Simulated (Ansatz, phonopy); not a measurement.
# How KI (Fm-3m) expands on warming, part 3 of 3

How much does KI expand with temperature?

Measurements to reproduce:
- volume expansion coefficient 113.7 1e-6/K near room temperature (given in “Descriptors for thermal expansion in solids”, 2017, arXiv:1701.03966)

Ansatz 0.2.0; DFT LDA, scalar-relativistic, plane waves, PAW.

So far, principal linear expansion coefficients at 298 K (× 1e-6/K): step 7 (the quasi-harmonic study, cutoff 550 eV, k-mesh 8×8×8) 40.5.

### Step 9. Phonons on strained cells, cutoff 487.2 eV, k-mesh 12×12×12

Thermal expansion follows from how the free energy of the vibrations (and of the electrons in a metal) changes with strain, so the program makes strained cells, their phonons and a fit in one run.

This step: DFT LDA, scalar-relativistic, plane waves, PAW (Ansatz 0.2.0).

input.yaml

```yaml
crystal:
  lattice:
    - [0.0, 3.4087162983, 3.4087162983]
    - [3.4087162983, 0.0, 3.4087162983]
    - [3.4087162983, 3.4087162983, 0.0]
  atoms:
    - { symbol: K, position: [0.0, 0.0, 0.0] }
    - { symbol: I, position: [0.5, 0.5, 0.5] }
kpoints:
  mp_grid: { grid: [12, 12, 12] }
hamiltonian:
  xc: lda
scf:
  occupations: { method: fixed }
  lower_state_search: "off"
output:
  eigenvalues: true
phonons:
  method: dfpt
  qmesh: [4, 4, 4]
  temperatures: { t_max: 500.0, t_step: 25 }
  thermal_expansion: {}
```

Command:

```
$ ansatz run input.yaml --threads 8 --pin off --max-ram 16384MiB --backend cpu --events-out ev --progress --plain --runs-dir out
```

Numbers of over 12 decimals in the logs are rounded to 6 here.

Log:

```text
[...]
Crystal: 2 atoms, lattice volume = 79.214 Å³
Basis set: ecut = 487.2 eV, 1917 PW (Γ), exchange–correlation on 72×72×72 points (8 copies of the dense FFT grid, shifted against one another)
Bands: 17, of which v1, the nominal top of the filled ones, is band 13 counted from 1 (12 counted from 0)
Symmetry: 48 space group operations
[...]
k-points: 72 of 1728
[...]
SCF iter   1: F=—  HF=-8855.101819 eV  |F-HF|=—  |Δ(HF+E_count)|=         —  Δρ=4.77e-3  dr2=8.31e-3  ethr=1.77e-3  ⟨swp⟩=5.3  Hψ=5762  notcnv=0  defer=139
[...]
SCF iter   8: F=-8855.098604 eV  HF=-8855.098604 eV  |F-HF|=7.28e-12  |Δ(HF+E_count)|=  1.58e-10  Δρ=5.78e-8  dr2=6.41e-12  ethr=1.00e-12  ⟨swp⟩=8.2  Hψ=8717  notcnv=0
SCF 1 converged in 8 iterations: F = -8855.098604 eV  dr2 = 6.41e-12
[...]
relax step   1: F+E_penalty+E_count = -8855.09860445 eV  Δ(F+E_penalty+E_count) = +0.000e0 eV  max|allowed force component| = 4.230e-29 eV/Å  Δτ_max = 0.0000 Å  (8 SCF iters, accepted)
SCF converged after 8 iterations
Free energy (F): -8855.098604 eV
[...]
Internal energy: -8855.098604 eV  (E = F + TS)
E sigma→0 (E₀):  -8855.098604 eV
Fermi energy:    2.900622 eV
[...]
--- Stress (GPa, compression-positive) ---
        0.000373      -0.000000       0.000000
       -0.000000       0.000373       0.000000
        0.000000       0.000000       0.000373
  P = ⅓ Tr σ = 0.0004 GPa (0.004 kbar)
--- Band table (eV; the first three rows and the last of 72) ---
  k-point 0: bands = [... 9 lower, -7.8941, 2.9006, 2.9006, 2.9006, 6.7699, 9.1378, 9.1378, 9.1378]
  k-point 1: bands = [... 9 lower, -7.8526, 2.7395, 2.8661, 2.8661, 6.9835, 9.0952, 9.2233, 9.2233]
  k-point 2: bands = [... 9 lower, -7.7488, 2.3611, 2.7752, 2.7752, 7.4742, 9.0866, 9.4630, 9.4630]
  k-point 71: bands = [... 9 lower, -7.5695, 2.0063, 2.0063, 2.1291, 9.1789, 9.1789, 9.5837, 11.2369]
── thermal expansion: 3 new cells, 3 in all ──
thermal expansion: relaxation of cell 2
thermal expansion: relaxation of cell 3
── thermal expansion: 2 new cells, 5 in all ──
thermal expansion: relaxation of cell 4
thermal expansion: phonons of cell 4
thermal expansion: relaxation of cell 5
thermal expansion: phonons of cell 5
── thermal expansion: 6 new cells, 11 in all ──
thermal expansion: relaxation of cell 6
thermal expansion: relaxation of cell 7
thermal expansion: relaxation of cell 8
thermal expansion: relaxation of cell 9
thermal expansion: relaxation of cell 10
thermal expansion: relaxation of cell 11
thermal expansion: phonons of cell 6
thermal expansion: phonons of cell 7
thermal expansion: phonons of cell 8
--- Relaxed structure (1 steps of the walk, 1 accepted, 0 SCFs on fresh bases) ---
  F+E_penalty+E_count = -8855.09860445 eV   max|allowed force component| = 4.230e-29 eV/Å
  atoms:
    - { symbol: K, position: [0.0, 0.0, 0.0] }
    - { symbol: I, position: [0.5, 0.5, 0.5] }
--- Thermal expansion: 11 cells in 3 rounds, 0 GPa ---
  no lower state was looked for at cell 4: scf.lower_state_search: off
  without vibrations: a 4.82069, b 4.82069, c 4.82069 Å, V 79.2162 Å³, B 16.01 GPa
  at 0 K: a 4.83205, b 4.83205, c 4.83205 Å, V 79.7775 Å³, B 15.65 GPa
  zero-point expansion: a +0.236, b +0.236, c +0.236, V +0.709 %
[...]
0.00    4.83205    4.83205    4.83205    79.7775 |    0.00    0.00    0.00    0.00 |   87.45 |     0.000     0.000 |    15.65    15.65
    50.00    4.83382    4.83382    4.83382    79.8649 |   18.87   18.87   18.87   56.60 |  100.78 |    32.005    31.886 |    15.48    15.54
   100.00    4.84000    4.84000    4.84000    80.1718 |   30.00   30.00   30.00   90.00 |  107.29 |    44.448    43.859 |    15.06    15.26
   150.00    4.84781    4.84781    4.84781    80.5607 |   34.04   34.04   34.04  102.13 |  111.46 |    48.183    47.075 |    14.60    14.94
   200.00    4.85639    4.85639    4.85639    80.9889 |   36.52   36.52   36.52  109.56 |  114.98 |    49.951    48.298 |    14.12    14.60
   250.00    4.86552    4.86552    4.86552    81.4466 |   38.59   38.59   38.59  115.77 |  118.34 |    51.119    48.879 |    13.63    14.25
   298.15    4.87480    4.87480    4.87480    81.9133 |   40.53   40.53   40.53  121.59 |       - |    52.046    49.188 |    13.14    13.90
   325.00    4.88018    4.88018    4.88018    82.1848 |   41.64   41.64   41.64  124.93 |  123.46 |    52.534    49.304 |    12.86    13.70
   375.00    4.89061    4.89061    4.89061    82.7132 |   43.84   43.84   43.84  131.51 |  127.07 |    53.442    49.458 |    12.33    13.33
   425.00    4.90163    4.90163    4.90163    83.2737 |   46.25   46.25   46.25  138.75 |  130.92 |    54.396    49.560 |    11.79    12.94
   475.00    4.91331    4.91331    4.91331    83.8701 |   48.97   48.97   48.97  146.90 |  135.08 |    55.442    49.631 |    11.22    12.54
   500.00    4.91942    4.91942    4.91942    84.1834 |   50.46   50.46   50.46  151.39 |  137.29 |    56.011    49.658 |    10.94    12.34
[...]
vibrations' free energy: its fit leaves 0.0003 meV an atom at the most
  the electrons' free energy at temperature is not in it: every band gap is over 0.52 eV
  free energies summed between the sampled wave vectors
[...]
band gaps on the cells' k-points are 3.621 to 3.950 eV
```

Run time: 29 min. Hardware: 8 threads of Arm Neoverse V2, shared host; peak memory 6.1 GiB; 3.7 h of CPU time.

This step gave:

| Quantity | Value |
| --- | --- |
| pressure | 3.73e-4 GPa |
| principal linear expansion coefficients at 298 K | 40.53, 40.53, 40.53 1e-6/K |

Strained cells of the study; zero-point energy where phonons were solved; the pressures are stresses at a fixed cutoff and can carry an offset from the finite basis. Expansion cells, by row:

| cell | \|a\| (Å) | \|b\| (Å) | \|c\| (Å) | V (Å³/atom) | E - E_lowest (meV/atom) | pressure, compression positive (GPa) | gap (eV) | zero-point energy (meV/atom) |
| --- | --- | --- | --- | --- | --- | --- | --- | --- |
| 1 | 4.821 | 4.821 | 4.821 | 39.61 | 0 | -0.005 | 3.869 | - |
| 2 | 4.859 | 4.859 | 4.859 | 40.57 | 1.102 | -0.366 | 3.807 | - |
| 3 | 4.782 | 4.782 | 4.782 | 38.67 | 1.161 | 0.401 | 3.934 | - |
| 4 | 4.821 | 4.821 | 4.821 | 39.62 | 0 | -0.01 | 3.868 | 15.42 |
| 5 | 4.845 | 4.845 | 4.845 | 40.22 | 0.453 | -0.241 | 3.829 | 15.01 |
| 6 | 4.883 | 4.883 | 4.883 | 41.17 | 2.836 | -0.567 | 3.769 | 14.37 |
| 7 | 4.914 | 4.914 | 4.914 | 41.96 | 6.23 | -0.806 | 3.722 | 13.86 |
| 8 | 4.946 | 4.946 | 4.946 | 42.77 | 10.84 | -1.022 | 3.676 | 13.35 |
| 9 | 4.773 | 4.773 | 4.773 | 38.45 | 1.791 | 0.505 | 3.95 | - |
| 10 | 4.797 | 4.797 | 4.797 | 39.03 | 0.432 | 0.238 | 3.909 | - |
| 11 | 4.985 | 4.985 | 4.985 | 43.81 | 18.2 | -1.26 | 3.621 | - |

Quasi-harmonic; a, b, c are the run's own cell vectors. Expansion, by row:

| T (K) | a (Å) | b (Å) | c (Å) | alpha (deg) | beta (deg) | gamma (deg) | cell volume (Å³/cell) | alpha_a (1e-6/K) | alpha_b (1e-6/K) | alpha_c (1e-6/K) | alpha_V (1e-6/K) | C_P (J/mol-atom/K) | C_V (J/mol-atom/K) | S (J/mol-atom/K) | B_T (GPa) | B_S (GPa) | Grueneisen | extrapolation | fit error (1e-6/K) |
| --- | --- | --- | --- | --- | --- | --- | --- | --- | --- | --- | --- | --- | --- | --- | --- | --- | --- | --- | --- |
| 0 | 4.832 | 4.832 | 4.832 | 60 | 60 | 60 | 79.78 | 0 | 0 | 0 | 0 | 0 | 0 | 0 | 15.65 | 15.65 | - | 0 | 0 |
| 25 | 4.832 | 4.832 | 4.832 | 60 | 60 | 60 | 79.79 | 6.23 | 6.23 | 6.23 | 18.7 | 7.743 | 7.74 | 4.035 | 15.62 | 15.63 | 0.907 | 0 | 0.01 |
| 50 | 4.834 | 4.834 | 4.834 | 60 | 60 | 60 | 79.86 | 18.87 | 18.87 | 18.87 | 56.6 | 16 | 15.94 | 12.2 | 15.48 | 15.54 | 1.321 | 0 | 0.01 |
| 75 | 4.837 | 4.837 | 4.837 | 60 | 60 | 60 | 80 | 26.13 | 26.13 | 26.13 | 78.39 | 20.16 | 20 | 19.58 | 15.28 | 15.41 | 1.443 | 0 | 0.02 |
| 100 | 4.84 | 4.84 | 4.84 | 60 | 60 | 60 | 80.17 | 30 | 30 | 30 | 90 | 22.22 | 21.93 | 25.7 | 15.06 | 15.26 | 1.492 | 0 | 0.03 |
| 125 | 4.844 | 4.844 | 4.844 | 60 | 60 | 60 | 80.36 | 32.37 | 32.37 | 32.37 | 97.11 | 23.37 | 22.95 | 30.79 | 14.83 | 15.11 | 1.519 | 0 | 0.03 |
| 150 | 4.848 | 4.848 | 4.848 | 60 | 60 | 60 | 80.56 | 34.04 | 34.04 | 34.04 | 102.1 | 24.09 | 23.54 | 35.12 | 14.6 | 14.94 | 1.537 | 0 | 0.04 |
| 175 | 4.852 | 4.852 | 4.852 | 60 | 60 | 60 | 80.77 | 35.37 | 35.37 | 35.37 | 106.1 | 24.59 | 23.91 | 38.87 | 14.36 | 14.78 | 1.551 | 0 | 0.03 |
| 200 | 4.856 | 4.856 | 4.856 | 60 | 60 | 60 | 80.99 | 36.52 | 36.52 | 36.52 | 109.6 | 24.98 | 24.15 | 42.18 | 14.12 | 14.6 | 1.562 | 0 | 0.03 |
| 225 | 4.861 | 4.861 | 4.861 | 60 | 60 | 60 | 81.21 | 37.58 | 37.58 | 37.58 | 112.7 | 25.29 | 24.32 | 45.14 | 13.88 | 14.43 | 1.573 | 0 | 0.04 |
| 250 | 4.866 | 4.866 | 4.866 | 60 | 60 | 60 | 81.45 | 38.59 | 38.59 | 38.59 | 115.8 | 25.56 | 24.44 | 47.82 | 13.63 | 14.25 | 1.583 | 0 | 0.05 |
| 275 | 4.87 | 4.87 | 4.87 | 60 | 60 | 60 | 81.69 | 39.59 | 39.59 | 39.59 | 118.8 | 25.81 | 24.53 | 50.27 | 13.38 | 14.07 | 1.593 | 0 | 0.06 |
| 298.1 | 4.875 | 4.875 | 4.875 | 60 | 60 | 60 | 81.91 | 40.53 | 40.53 | 40.53 | 121.6 | 26.02 | 24.59 | 52.36 | 13.14 | 13.9 | 1.602 | 0 | 0.07 |
| 300 | 4.875 | 4.875 | 4.875 | 60 | 60 | 60 | 81.93 | 40.61 | 40.61 | 40.61 | 121.8 | 26.04 | 24.6 | 52.52 | 13.12 | 13.89 | 1.603 | 0 | 0.07 |
| 325 | 4.88 | 4.88 | 4.88 | 60 | 60 | 60 | 82.18 | 41.64 | 41.64 | 41.64 | 124.9 | 26.27 | 24.65 | 54.62 | 12.86 | 13.7 | 1.613 | 0 | 0.08 |
| 350 | 4.885 | 4.885 | 4.885 | 60 | 60 | 60 | 82.45 | 42.72 | 42.72 | 42.72 | 128.2 | 26.49 | 24.7 | 56.57 | 12.6 | 13.52 | 1.623 | 0 | 0.09 |
| 375 | 4.891 | 4.891 | 4.891 | 60 | 60 | 60 | 82.71 | 43.84 | 43.84 | 43.84 | 131.5 | 26.72 | 24.73 | 58.41 | 12.33 | 13.33 | 1.633 | 0 | 0.1 |
| 400 | 4.896 | 4.896 | 4.896 | 60 | 60 | 60 | 82.99 | 45.01 | 45.01 | 45.01 | 135 | 26.95 | 24.76 | 60.14 | 12.06 | 13.13 | 1.644 | 0 | 0.1 |
| 425 | 4.902 | 4.902 | 4.902 | 60 | 60 | 60 | 83.27 | 46.25 | 46.25 | 46.25 | 138.8 | 27.2 | 24.78 | 61.78 | 11.79 | 12.94 | 1.655 | 0 | 0.09 |
| 450 | 4.907 | 4.907 | 4.907 | 60 | 60 | 60 | 83.57 | 47.56 | 47.56 | 47.56 | 142.7 | 27.45 | 24.8 | 63.34 | 11.51 | 12.74 | 1.666 | 0 | 0.06 |
| 475 | 4.913 | 4.913 | 4.913 | 60 | 60 | 60 | 83.87 | 48.97 | 48.97 | 48.97 | 146.9 | 27.72 | 24.82 | 64.83 | 11.22 | 12.54 | 1.678 | 0 | 0.07 |
| 500 | 4.919 | 4.919 | 4.919 | 60 | 60 | 60 | 84.18 | 50.46 | 50.46 | 50.46 | 151.4 | 28.01 | 24.83 | 66.26 | 10.94 | 12.34 | 1.69 | 0 | 0.15 |

The expansion coefficient by temperature; values in 1e-6/K:

| temperature (K) | volume | principal 1 |
| --- | --- | --- |
| 0 | 0 | 0 |
| 25 | 18.7 | 6.23 |
| 50 | 56.6 | 18.9 |
| 75 | 78.4 | 26.1 |
| 100 | 90 | 30 |
| 125 | 97.1 | 32.4 |
| 150 | 102 | 34.0 |
| 175 | 106 | 35.4 |
| 200 | 110 | 36.5 |
| 225 | 113 | 37.6 |
| 250 | 116 | 38.6 |
| 275 | 119 | 39.6 |
| 298 | 122 | 40.5 |
| 300 | 122 | 40.6 |
| 325 | 125 | 41.6 |
| 350 | 128 | 42.7 |
| 375 | 132 | 43.8 |
| 400 | 135 | 45.0 |
| 425 | 139 | 46.2 |
| 450 | 143 | 47.6 |
| 475 | 147 | 49.0 |
| 500 | 151 | 50.5 |

Changing the k-mesh (8×8×8 → 12×12×12) and the cutoff (550 → 487.2 eV) takes the volume expansion at 298 K from 122 to 122 × 10⁻⁶/K and B_T from 13.1 to 13.1 GPa.

### Step 10. Quasi-harmonic fit by phonopy

This step: DFT LDA, scalar-relativistic, plane waves, PAW (phonopy 4.10.0).

The energy (each curve on its own zero) by volume; values in meV/atom:

| volume (Å³/atom) | static | F at 0 K | F at 300 K | F at 500 K |
| --- | --- | --- | --- | --- |
| 39.62 | 0 | 1.02 | 4.72 | 7.79 |
| 40.22 | 0.45 | 1.06 | 3.36 | 5.25 |
| 41.17 | 2.84 | 2.81 | 2.81 | 2.8 |
| 41.96 | 6.23 | 5.69 | 3.72 | 2.09 |
| 42.77 | 10.8 | 9.79 | 5.75 | 2.44 |

Phonopy-qha, vinet fit of F(V) at each temperature. Qha vinet, by row:

| T (K) | fitted volume (Å³/atom) | alpha_V (1e-6/K) | B_T (GPa) | C_P (J/mol-atom/K) | Grueneisen |
| --- | --- | --- | --- | --- | --- |
| 75 | 40 | 76.7 | 15.29 | 20.21 | 1.413 |
| 100 | 40.09 | 89.23 | 15.07 | 22.32 | 1.48 |
| 125 | 40.18 | 96.72 | 14.84 | 23.46 | 1.514 |
| 150 | 40.28 | 101.9 | 14.61 | 24.17 | 1.534 |
| 175 | 40.39 | 106 | 14.37 | 24.66 | 1.549 |
| 200 | 40.49 | 109.5 | 14.13 | 25.03 | 1.562 |
| 225 | 40.61 | 112.7 | 13.88 | 25.33 | 1.573 |
| 250 | 40.72 | 115.7 | 13.63 | 25.59 | 1.583 |
| 275 | 40.84 | 118.8 | 13.38 | 25.84 | 1.593 |
| 300 | 40.97 | 121.8 | 13.12 | 26.07 | 1.603 |
| 325 | 41.09 | 124.9 | 12.86 | 26.29 | 1.613 |
| 350 | 41.22 | 128.2 | 12.6 | 26.51 | 1.624 |
| 375 | 41.36 | 131.6 | 12.33 | 26.74 | 1.634 |
| 400 | 41.49 | 135.1 | 12.06 | 26.97 | 1.645 |
| 425 | 41.64 | 138.9 | 11.78 | 27.21 | 1.656 |
| 450 | 41.78 | 142.8 | 11.5 | 27.47 | 1.667 |
| 475 | 41.94 | 147 | 11.22 | 27.73 | 1.679 |

Table of volume expansion coefficient by temperature; values in 1e-6/K:

| temperature (K) | phonopy-qha, Vinet | Ansatz's own study |
| --- | --- | --- |
| 75 | 76.7 | 78.4 |
| 100 | 89.2 | 90 |
| 125 | 96.7 | 97.1 |
| 150 | 102 | 102 |
| 175 | 106 | 106 |
| 200 | 109 | 110 |
| 225 | 113 | 113 |
| 250 | 116 | 116 |
| 275 | 119 | 119 |
| 300 | 122 | 122 |
| 325 | 125 | 125 |
| 350 | 128 | 128 |
| 375 | 132 | 132 |
| 400 | 135 | 135 |
| 425 | 139 | 139 |
| 450 | 143 | 143 |
| 475 | 147 | 147 |

The fit gives a volume expansion of 122 × 10⁻⁶/K at 300 K, against 122 at 298 K from the study itself, whose static fit uses more cells.

### Step 11. The quasi-harmonic study, cutoff 487.2 eV

The study relaxes the crystal at several strains, solves the phonons on some of them and minimises the free energy at each temperature (static energy, vibrations, the electrons in a metal, and PV under a set pressure); the q-mesh sets how far the force constants reach.

This step: DFT LDA, scalar-relativistic, plane waves, PAW (Ansatz 0.2.0).

Edit input.yaml of step 9 so:

```diff
@@ -9,3 +9,3 @@
 kpoints:
-  mp_grid: { grid: [12, 12, 12] }
+  mp_grid: { grid: [8, 8, 8] }
 hamiltonian:
```

Log:

```text
[...]
Crystal: 2 atoms, lattice volume = 79.214 Å³
Basis set: ecut = 487.2 eV, 1917 PW (Γ), exchange–correlation on 72×72×72 points (8 copies of the dense FFT grid, shifted against one another)
Bands: 17, of which v1, the nominal top of the filled ones, is band 13 counted from 1 (12 counted from 0)
Symmetry: 48 space group operations
[...]
vibrations' free energy: its fit leaves 0.0003 meV an atom at the most
  the electrons' free energy at temperature is not in it: every band gap is over 0.52 eV
  free energies summed between the sampled wave vectors
[...]
band gaps on the cells' k-points are 3.621 to 3.950 eV
[key lines of the parts left out:]
SCF converged after 8 iterations
Free energy (F): -8855.098602 eV
Fermi energy:    2.900621 eV
P = ⅓ Tr σ = 0.0004 GPa (0.004 kbar)
```

Run time: 9.5 min. Hardware: 8 threads; peak memory 2.1 GiB; 72 min of CPU time.

Strained cells of the study; zero-point energy where phonons were solved; the pressures are stresses at a fixed cutoff and can carry an offset from the finite basis. Expansion cells, by row:

| cell | \|a\| (Å) | \|b\| (Å) | \|c\| (Å) | V (Å³/atom) | E - E_lowest (meV/atom) | pressure, compression positive (GPa) | gap (eV) | zero-point energy (meV/atom) |
| --- | --- | --- | --- | --- | --- | --- | --- | --- |
| 1 | 4.821 | 4.821 | 4.821 | 39.61 | 0.002 | -0.006 | 3.869 | - |
| 2 | 4.859 | 4.859 | 4.859 | 40.57 | 1.103 | -0.366 | 3.807 | - |
| 3 | 4.782 | 4.782 | 4.782 | 38.67 | 1.162 | 0.401 | 3.934 | - |
| 4 | 4.821 | 4.821 | 4.821 | 39.62 | 0 | -0.01 | 3.868 | 15.42 |
| 5 | 4.845 | 4.845 | 4.845 | 40.22 | 0.454 | -0.241 | 3.829 | 15.01 |
| 6 | 4.883 | 4.883 | 4.883 | 41.17 | 2.835 | -0.567 | 3.769 | 14.37 |
| 7 | 4.914 | 4.914 | 4.914 | 41.96 | 6.228 | -0.806 | 3.722 | 13.86 |
| 8 | 4.946 | 4.946 | 4.946 | 42.77 | 10.84 | -1.022 | 3.676 | 13.35 |
| 9 | 4.773 | 4.773 | 4.773 | 38.45 | 1.792 | 0.505 | 3.95 | - |
| 10 | 4.797 | 4.797 | 4.797 | 39.03 | 0.433 | 0.238 | 3.909 | - |
| 11 | 4.985 | 4.985 | 4.985 | 43.81 | 18.19 | -1.26 | 3.621 | - |

Changing the k-mesh (12×12×12 → 8×8×8) takes the volume expansion at 298 K from 122 to 122 × 10⁻⁶/K and B_T from 13.1 to 13.1 GPa.

### Step 12. The series together

Times are for 8 threads of Arm Neoverse V2, shared host. Results by setting:

| no. | functional | cutoff (eV) | k-mesh | q-mesh | method | pressure (GPa) | volume expansion coefficient at 298 K (1e-6/K) | C_P at 298 K (J/mol-atom/K) | isothermal bulk modulus at 298 K (GPa) | time | memory (GiB) |
| --- | --- | --- | --- | --- | --- | --- | --- | --- | --- | --- | --- |
| 1 | lda | 550 | 8×8×8 | 4×4×4 | dfpt | 0 | 121.6 | 26.02 | 13.14 | 12 min | 2.3 |
| 2 | lda | 487.2 | 12×12×12 | 4×4×4 | dfpt | 0 | 121.6 | 26.02 | 13.14 | 29 min | 6.1 |
| 3 | lda | 487.2 | 8×8×8 | 4×4×4 | dfpt | 0 | 121.6 | 26.02 | 13.14 | 9.5 min | 2.1 |

The runs together, line volume. Expansion coefficient, volume against temperature; values in 1e-6/K:

| temperature (K) | lda, 550, 8×8×8, 4×4×4, dfpt, 0 | lda, 487.2, 12×12×12, 4×4×4, dfpt, 0 | lda, 487.2, 8×8×8, 4×4×4, dfpt, 0 |
| --- | --- | --- | --- |
| 0 | 0 | 0 | 0 |
| 25 | 18.7 | 18.7 | 18.7 |
| 50 | 56.6 | 56.6 | 56.6 |
| 75 | 78.4 | 78.4 | 78.4 |
| 100 | 90.0 | 90 | 90.0 |
| 125 | 97.1 | 97.1 | 97.1 |
| 150 | 102 | 102 | 102 |
| 175 | 106 | 106 | 106 |
| 200 | 110 | 110 | 110 |
| 225 | 113 | 113 | 113 |
| 250 | 116 | 116 | 116 |
| 275 | 119 | 119 | 119 |
| 298 | 122 | 122 | 122 |
| 300 | 122 | 122 | 122 |
| 325 | 125 | 125 | 125 |
| 350 | 128 | 128 | 128 |
| 375 | 131 | 132 | 132 |
| 400 | 135 | 135 | 135 |
| 425 | 139 | 139 | 139 |
| 450 | 143 | 143 | 143 |
| 475 | 147 | 147 | 147 |
| 500 | 151 | 151 | 151 |

The runs together, line C_P. Table of heat capacity, C_P by temperature; values in J/mol-atom/K:

| temperature (K) | lda, 550, 8×8×8, 4×4×4, dfpt, 0 | lda, 487.2, 12×12×12, 4×4×4, dfpt, 0 | lda, 487.2, 8×8×8, 4×4×4, dfpt, 0 |
| --- | --- | --- | --- |
| 0 | 0 | 0 | 0 |
| 25 | 7.74 | 7.74 | 7.74 |
| 50 | 16.0 | 16.0 | 16.0 |
| 75 | 20.2 | 20.2 | 20.2 |
| 100 | 22.2 | 22.2 | 22.2 |
| 125 | 23.4 | 23.4 | 23.4 |
| 150 | 24.1 | 24.1 | 24.1 |
| 175 | 24.6 | 24.6 | 24.6 |
| 200 | 25.0 | 25.0 | 25.0 |
| 225 | 25.3 | 25.3 | 25.3 |
| 250 | 25.6 | 25.6 | 25.6 |
| 275 | 25.8 | 25.8 | 25.8 |
| 298 | 26.0 | 26.0 | 26.0 |
| 300 | 26.0 | 26.0 | 26.0 |
| 325 | 26.3 | 26.3 | 26.3 |
| 350 | 26.5 | 26.5 | 26.5 |
| 375 | 26.7 | 26.7 | 26.7 |
| 400 | 27.0 | 27.0 | 27.0 |
| 425 | 27.2 | 27.2 | 27.2 |
| 450 | 27.5 | 27.5 | 27.5 |
| 475 | 27.7 | 27.7 | 27.7 |
| 500 | 28.0 | 28.0 | 28.0 |

### Step 13. Free-energy fit

This step: DFT LDA, scalar-relativistic, plane waves, PAW (phonopy 4.10.0).

The fit gives a volume expansion of 122 × 10⁻⁶/K at 300 K, against 122 at 298 K from the study itself, whose static fit uses more cells.

### Step 14. Outcome

```yaml
settings_of_these_figures: LDA, 487.2 eV, k 12×12×12, q 4×4×4
volume_expansion_coefficient_at_298_k: 121.6 1e-6/K
c_p_at_298_k: 26.02 J/mol-atom/K
entropy_at_298_k: 52.36 J/mol-atom/K
isothermal_bulk_modulus_at_298_k: 13.14 GPa
grueneisen_parameter_at_298_k: 1.602
volume_at_298_k: 40.96 Å³/atom
principal_linear_expansion_coefficients_at_298_k: 40.53, 40.53, 40.53 1e-6/K
```

What this shows: Near room temperature KI expands by 122 × 10⁻⁶/K in volume by LDA, with C_P = 26.0 J/(mol K) per mole of atoms and B_T = 13.1 GPa. C_P at room temperature is 104 % of the classical 3R an atom; C_V is 99 %, and the rest is expansion work. A measured volume expansion coefficient near room temperature is 113.7 1e-6/K (arXiv:1701.03966); the calculated 122 1e-6/K differs by +7 %. Changing the k-mesh and cutoff moves the volume expansion at 298 K between 122 and 122 × 10⁻⁶/K, while the CPU time spans a factor of 3.0. The PAW files were made for PBE and are used here under another functional, for which the program regenerates the frozen cores. The cell of these runs is 10 % smaller in volume than the database cell; frequencies and all that rests on them shift with it.

[Logs are printed without paths, hosts, clocks, repeated set-up lines and the standing remarks that a program may print on its own settings, such as how far it seeks lower states.]

[Hosts, paths, dates, database ids (printed as entryN), source tags and the programs' standing remarks are cut or masked in the printed files.]

[A step with changed settings may run another functional than the one named; its input shows which.]
